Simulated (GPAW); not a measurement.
# Work function of C/Ru(0001) at several levels, part 2 of 2

Aim: the work function of both faces of C/Ru(0001), and its spread over functionals and bases.

GPAW 26.7.0; GPAW, PAW setups; slab in vacuum, relaxation (the session's first sound run).

So far, upper work function (eV): step 2 (relaxation, PBE, GPAW) 5.67; step 6 (self-consistent run: xc = "RPBE") 5.57; step 7 (self-consistent run: xc = "revPBE") 5.57; step 8 (self-consistent run: xc = "vdW-DF2", GPAW, PAW setups, GPAW) 6.08; step 9 (real-space grid: mode = "fd", PBE, GPAW) 5.67.

## (10) Atomic orbitals: mode = "lcao"

Atom-centred orbitals end a few angstrom from the surface, which tests how much the density's tail matters.

Input file run.py:

```python
import json
import numpy as np
from ase import Atoms
from gpaw import GPAW

slab = Atoms(
    ['Ru', 'Ru', 'Ru', 'Ru', 'C'],
    positions=[
        [2.70000, 1.55885, 8.00000],
        [0.00000, 0.00000, 10.13840],
        [2.70000, 1.55883, 12.27575],
        [-0.00000, -0.00051, 14.58298],
        [1.35000, -0.78034, 15.73567]],
    cell=[[2.7, 0.0, 0.0], [1.35, 2.33827, 0.0], [0.0, 0.0, 24.17756]],
    pbc=[True, True, False])

slab.calc = GPAW(mode='lcao', basis='dzp', h=0.18, xc='PBE', kpts={'size': (13, 13, 1), 'gamma': True},
                 occupations={'name': 'fermi-dirac', 'width': 0.1}, nbands='120%',
                 convergence={'density': 1e-05}, maxiter=200,
                 poissonsolver={'dipolelayer': 'xy'},
                 symmetry={'tolerance': 1e-3}, txt='slab.txt')
result = {}
energy = slab.get_potential_energy()
fermi = slab.calc.get_fermi_level()
v = slab.calc.get_electrostatic_potential().mean((0, 1)) - fermi
n = slab.calc.get_pseudo_density().mean((0, 1))
L = slab.cell[2, 2]
z = np.arange(len(v)) * L / len(v)
low, high = slab.positions[:, 2].min(), slab.positions[:, 2].max()
below, above = np.interp([low - 5.8, high + 5.8], z, v)
slopes = [np.interp(x, z, np.gradient(v, z)) for x in (low - 5.8, high + 5.8)]
eps = np.array([[slab.calc.get_eigenvalues(k, s) for k in range(len(slab.calc.get_ibz_k_points()))]
                for s in range(slab.calc.get_number_of_spins())]) - fermi
top, bottom = eps[eps < 0].max(), eps[eps > 0].min()
dipole = slab.get_dipole_moment()[2]
print(f'energy {energy:.4f} eV, Fermi level {fermi:.4f} eV, dipole {dipole:.5f} e A')
print(f'potential 5.8 A off the faces, from the Fermi level: lower {below:.4f} eV, upper {above:.4f} eV')
print(f'slope of the potential there: lower {slopes[0]:.5f}, upper {slopes[1]:.5f} eV/A')
print(f'nearest levels on the mesh: {top:.4f} and {bottom:.4f} eV')
print('magnetic moment', round(slab.get_magnetic_moment(), 3))
result.update(energy=energy, fermi=fermi, dipole=dipole, below=below, above=above, slopes=slopes, edges=[top, bottom],
              z=z.tolist(), v=v.tolist(), n=n.tolist(), positions=slab.positions.tolist(),
              forces=slab.get_forces(apply_constraint=False).tolist(), moments=slab.get_magnetic_moments().tolist())
json.dump(result, open('result.json', 'w'))
```

On the command line:

```bash
OMP_NUM_THREADS=1 OPENBLAS_NUM_THREADS=1 python run.py
```

Run time: 21 min. Hardware: 1 thread of INTEL XEON PLATINUM 8581C at 2.10GHz (Emerald Rapids), shared host; peak memory 0.36 GiB.

This step gave:

```
dipole along the normal                    : -0.02240 e·Å
levels nearest the Fermi level on the mesh : -0.001289, 0.08366 eV from the Fermi level
upper work function                        : 5.677 eV
lower work function                        : 5.036 eV
```

The electrostatic potential energy of an electron (without an applied field's), less the Fermi level, planar mean oscillates, so the rows of the table below give means over windows of 2.13 Å about each position, cut where the curve ends. Its maxima inside the range that stand out by 2 % of the span (Å: eV): 9.1: -1.90, 11.2: -2.00, 13.4: -0.698, 15.4: -11.8. Its minima: 8.0: -28.1, 10.1: -28.5, 12.3: -28.3, 14.6: -29.3, 15.7: -14.9.

Table of electrostatic potential energy of an electron (without an applied field's), less the Fermi level, planar mean by z; means over each step:

z (Å), electrostatic potential energy of an electron (without an applied field's), less the Fermi level, planar mean (eV) and a bar from the least value:
```
     1.06        5.0 #############################
     3.19        5.0 #############################
     5.32        4.8 #############################
     7.46      -11.1 ####
     9.58      -13.6 
    11.71      -13.6 
    13.84      -12.5 ##
    15.97       -6.3 ###########
    18.11        5.6 ##############################
    20.23        5.7 ##############################
    22.36        5.7 ##############################
```

The upper face's work function is 5.677 eV, against 5.672 eV in the first plane-wave PBE run at this geometry.

## (11) The ladder

Times are for 1 thread of INTEL XEON PLATINUM 8581C at 2.10GHz (Emerald Rapids), shared host. The runs compared:

| no. | run | upper work function (eV) | lower work function (eV) | time | memory (GiB) |
| --- | --- | --- | --- | --- | --- |
| 1 | pw | 5.672 | 5.017 | 83 s | 0.26 |
| 2 | LDA | 5.919 | 5.377 | 77 s | 0.26 |
| 3 | optPBE vdW | 5.908 | 5.188 | 97 s | 0.39 |
| 4 | RPBE | 5.569 | 4.848 | 85 s | 0.26 |
| 5 | revPBE | 5.571 | 4.872 | 89 s | 0.26 |
| 6 | vdW DF2 | 6.078 | 5.304 | 1.7 min | 0.39 |
| 7 | fd | 5.671 | 5.017 | 5.1 min | 0.67 |
| 8 | lcao | 5.677 | 5.036 | 21 min | 0.36 |

## (12) Side by side

Results and costs are gathered.

This step: comparison of work functions, dipole and cost (GPAW 26.7.0).

Ladder, by row:

| step | code | work function, upper (eV) | work function, lower (eV) | dipole (e Å) | wall time (s) | peak memory (GiB) | threads |
| --- | --- | --- | --- | --- | --- | --- | --- |
| pw | GPAW | 5.672 | 5.017 | -0.0228 | 82.8 | 0.26 | 1 |
| LDA | GPAW | 5.919 | 5.377 | -0.01885 | 76.67 | 0.26 | 1 |
| optPBE-vdW | GPAW | 5.908 | 5.188 | -0.02505 | 96.55 | 0.39 | 1 |
| RPBE | GPAW | 5.569 | 4.848 | -0.02509 | 85.17 | 0.26 | 1 |
| revPBE | GPAW | 5.571 | 4.872 | -0.02435 | 89.16 | 0.26 | 1 |
| vdW-DF2 | GPAW | 6.078 | 5.304 | -0.02694 | 101.7 | 0.39 | 1 |
| fd | GPAW | 5.671 | 5.017 | -0.02284 | 306.7 | 0.67 | 1 |
| lcao | GPAW | 5.677 | 5.036 | -0.0224 | 1238 | 0.36 | 1 |

## (13) A changed run

One more run, with changed settings.

This step: GPAW, PAW setups; slab in vacuum (GPAW 26.7.0).

run.py, as its differences from that of step 10:

```diff
@@ -3,3 +3,3 @@
 from ase import Atoms
-from gpaw import GPAW
+from gpaw import GPAW, PW
 
@@ -16,5 +16,5 @@
 
-slab.calc = GPAW(mode='lcao', basis='dzp', h=0.18, xc='PBE', kpts={'size': (13, 13, 1), 'gamma': True},
-                 occupations={'name': 'fermi-dirac', 'width': 0.1}, nbands='120%',
-                 convergence={'density': 1e-05}, maxiter=200,
+slab.calc = GPAW(mode=PW(500), xc='PBE', kpts={'size': (13, 13, 1), 'gamma': True},
+                 occupations={'name': 'fermi-dirac', 'width': 0.1}, nbands='100%',
+                 convergence={'density': 1e-05}, maxiter=75,
                  poissonsolver={'dipolelayer': 'xy'},
```

Elapsed: 2.9 min, on 1 thread; peak memory 0.23 GiB.

The run stopped without converging, so none of its numbers is a property of the system.

The fault put into the input: too few bands, under a cap of 75 iterations, which ended the run (nbands = "100 % of the filled bands").

## (14) Outcome

```
work function, upper and lower face : 5.672 and 5.017 eV
dipole along the normal             : -0.0228 e Å
```

In words: With plane waves and PBE the work function is 5.67 eV on the upper face and 5.02 eV on the lower. The two faces differ by 0.66 eV, the step that the slab's dipole makes (e p/(ε0 A) gives 0.65 eV), so the dipole layer is needed. Over the sound runs of the table the upper face's work function spans 5.569 (RPBE) to 6.078 eV (vdW-DF2). The cell of 6.31 Å² holds one C, started on one chosen site; other sites and coverages weren't tried. The in-plane lattice was kept as typed, which isn't the functional's own and leaves some strain; spin-orbit coupling and temperature are left out.

[Logs are printed without paths, hosts, clocks, repeated set-up lines and the standing remarks that a program may print on its own settings, such as how far it seeks lower states.]

[Hosts, paths, dates, database ids (printed as entryN), source tags and the programs' standing remarks are cut or masked in the printed files.]
